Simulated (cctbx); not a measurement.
**Interatomic vectors of GdNi2SnC**

Space group Cmcm (no. 63), a = 3.8850 Å, b = 11.3220 Å, c = 7.4280 Å, α = 90.00°, β = 90.00°, γ = 90.00°, content Gd4 Sn4 Ni8 C4.

The data are simulated with cctbx, not measured: Mo Kα, λ = 0.71073 Å, to d = 0.6 Å, 80 % of the full sphere, strongest reflection 20000 counts, noise from counting, a 4 % proportional error and a noise floor of 8 counts (s.d.); no absorption, some extinction.

Patterson synthesis from sharpened amplitudes, origin scaled to 1000:

```text
Patterson group C m m m
      u       v       w   height  length (A)
  0.000   0.000   0.000   1000.0     0.00
  0.000   0.273   0.000    404.9     3.09
  0.000   0.195   0.500    388.3     4.32
  0.000   0.077   0.500    277.1     3.82
  0.000   0.298   0.186    185.7     3.64
  0.000   0.377   0.313    179.7     4.86
  0.000   0.467   0.500    132.8     6.46
  0.000   0.427   0.190    125.0     5.04
  0.000   0.103   0.315    123.2     2.61
  0.000   0.329   0.500     74.8     5.26
  0.000   0.000   0.366     58.1     2.72
  0.000   0.074   0.037     49.8     0.89
  0.227   0.000   0.000     44.6     0.88
  0.168   0.000   0.080     41.3     0.88
```

**Question.** Which atom pairs make the peaks, and where is the heaviest atom?

A peak at u stands for all pairs with xi − xj = u, with weight Σ ZiZj against Σ Z² = 32800 at the origin. Peak heights follow these weights only roughly, since form factors, motion and series ripples differ, all vectors within 0.55 Å of a peak are counted as merged into it though the farther ones add only part of their weight, and F(000) is left out, which lowers the whole map:

| u | v | w | shortest length (Å) | height | 1000 ΣZiZj/ΣZ² | pairs in the cell |
| --- | --- | --- | --- | --- | --- | --- |
| 0.000 | 0.273 | 0.000 | 3.09 | 405 | 390 | 4 × Gd–Sn |
| 0.000 | 0.195 | 0.500 | 4.32 | 388 | 390 | 4 × Gd–Sn |
| 0.000 | 0.077 | 0.500 | 3.81 | 277 | 250 | 2 × Gd–Gd |
| 0.000 | 0.298 | 0.186 | 3.30 | 186 | 266 | 4 × Gd–Ni, 2 × Ni–Ni |
| 0.000 | 0.377 | 0.313 | 3.33 | 180 | 219 | 4 × Gd–Ni |
| 0.000 | 0.467 | 0.500 | 4.21 | 133 | 152 | 2 × Sn–Sn |
| 0.000 | 0.427 | 0.190 | 2.54 | 125 | 171 | 4 × Sn–Ni |
| 0.000 | 0.103 | 0.315 | 2.61 | 123 | 171 | 4 × Sn–Ni |
| 0.000 | 0.329 | 0.500 | 4.62 | 75 | 96 | 4 × Ni–Ni |
| 0.000 | 0.000 | 0.366 | 2.72 | 58 | 96 | 4 × Ni–Ni |

The table stops at ten peaks or at a height of 45, below which ripples compete. In the model behind the data Gd, the heaviest element, has 1 independent site: (1/2, 0.0392, 3/4), up to an allowed shift of origin; the Gd–Gd vectors are differences of these positions and their symmetry mates. The whole model:

| atom | mult. | x | y | z | Ueq (Å²) |
| --- | --- | --- | --- | --- | --- |
| Gd1 | 4 | 1/2 | 0.0392 | 3/4 | 0.0086 |
| Sn1 | 4 | 0 | 0.2666 | 3/4 | 0.0094 |
| Ni1 | 8 | 0 | 0.1636 | 0.4363 | 0.0118 |
| C1 | 4 | 0 | 0 | 1/2 | 0.0219 |

The model was made for the exercise: a known structure type with other elements put in, its volume estimated, not relaxed; displacement parameters are assumed.

[Logs are printed without paths, hosts, clocks, repeated set-up lines and the standing remarks that a program may print on its own settings, such as how far it seeks lower states.]
